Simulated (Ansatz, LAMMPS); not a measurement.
**A faulty run on ionic liquid triethylsulfonium TFSI- with water at 300 K (120 atoms)**

Program: Ansatz 0.2.0. The cell: 24 C, 9 S, 51 H, 3 N, 15 O and 18 F.

input.yaml reads:

```yaml
crystal:
  lattice:
    - [11.06223, 0.0, 0.0]
    - [0.0, 11.06223, 0.0]
    - [0.0, 0.0, 11.06223]
  atoms:
    - { symbol: C, position: [0.12285, 0.38534, 0.02148] }
    - { symbol: C, position: [0.04789, 0.49398, 0.05075] }
    - { symbol: S, position: [0.98314, 0.54261, 0.90342] }
    - { symbol: C, position: [0.88481, 0.6584, 0.98099] }
    - { symbol: C, position: [0.79078, 0.60209, 0.0618] }
    - { symbol: C, position: [0.10458, 0.63868, 0.85777] }
    - { symbol: C, position: [0.10305, 0.65052, 0.72214] }
    - { symbol: H, position: [0.06891, 0.30521, 0.99052] }
    - { symbol: H, position: [0.19343, 0.40876, 0.95576] }
    - { symbol: H, position: [0.16743, 0.35262, 0.0984] }
    - { symbol: H, position: [0.98174, 0.46049, 0.11751] }
    - { symbol: H, position: [0.09866, 0.5627, 0.09656] }
    - { symbol: H, position: [0.9379, 0.72007, 0.03442] }
    - { symbol: H, position: [0.84205, 0.70394, 0.90532] }
    - { symbol: H, position: [0.74672, 0.5343, 0.01401] }
    - { symbol: H, position: [0.7228, 0.67724, 0.08092] }
    - { symbol: H, position: [0.82494, 0.5661, 0.15157] }
    - { symbol: H, position: [0.10836, 0.72074, 0.91528] }
    [... 96 atom lines left out ...]
    - { symbol: O, position: [0.36452, 0.88254, 0.79437] }
    - { symbol: H, position: [0.39051, 0.87529, 0.88065] }
    - { symbol: H, position: [0.30242, 0.94781, 0.78698] }
    - { symbol: O, position: [0.34491, 0.45152, 0.438] }
    - { symbol: H, position: [0.33052, 0.45303, 0.52723] }
    - { symbol: H, position: [0.27648, 0.40883, 0.39716] }
kpoints:
  mp_grid: { grid: [1, 1, 1] }
hamiltonian:
  xc: pbe
  dispersion: d3bj
scf:
  occupations: { method: fermi_dirac, width: 0.05 }
  eigensolver:
    kind:
      support_functions: { accuracy: low, density_matrix: { truncated: {} } }
  max_iter: 60
output:
  forces: true
  eigenvalues: true
  populations: true
```

Run with:

```console
$ ansatz run input.yaml --threads 4 --pin off --max-ram 8192MiB --backend cpu --events-out ev --progress --plain --runs-dir out
```

What it wrote:

```text
Error: 2 input errors — fix all and re-run
  1. scf.eigensolver.kind.support_functions.density_matrix.truncated with output.eigenvalues: true / output.band_residual_tolerance — output.eigenvalues: true solves for levels over bands that are not computed with a truncated density matrix; leave output.eigenvalues out, or use density_matrix: full
  2. scf.eigensolver.kind.support_functions.density_matrix.truncated with output.populations / output.dos.projected / output.hubbard — populations and occupation matrices are of bands that are not computed with a truncated density matrix; use density_matrix: full
```

It took 0.03 s on 4 threads of Arm Neoverse V2, shared host; peak memory 0.032 GiB; 0.03 s of CPU time.

**Question.** What is wrong with this input, and how is it mended?

Levels asked of a truncated density matrix: support_functions.accuracy = "low" and support_functions.density_matrix.truncated = {}.

The fix is to ask for no levels or populations, or keep the full density matrix.

The program refused it before any cycle.

[Logs are printed without paths, hosts, clocks, repeated set-up lines and the standing remarks that a program may print on its own settings, such as how far it seeks lower states.]

[Hosts, paths, dates, database ids (printed as entryN), source tags and the programs' standing remarks are cut or masked in the printed files.]
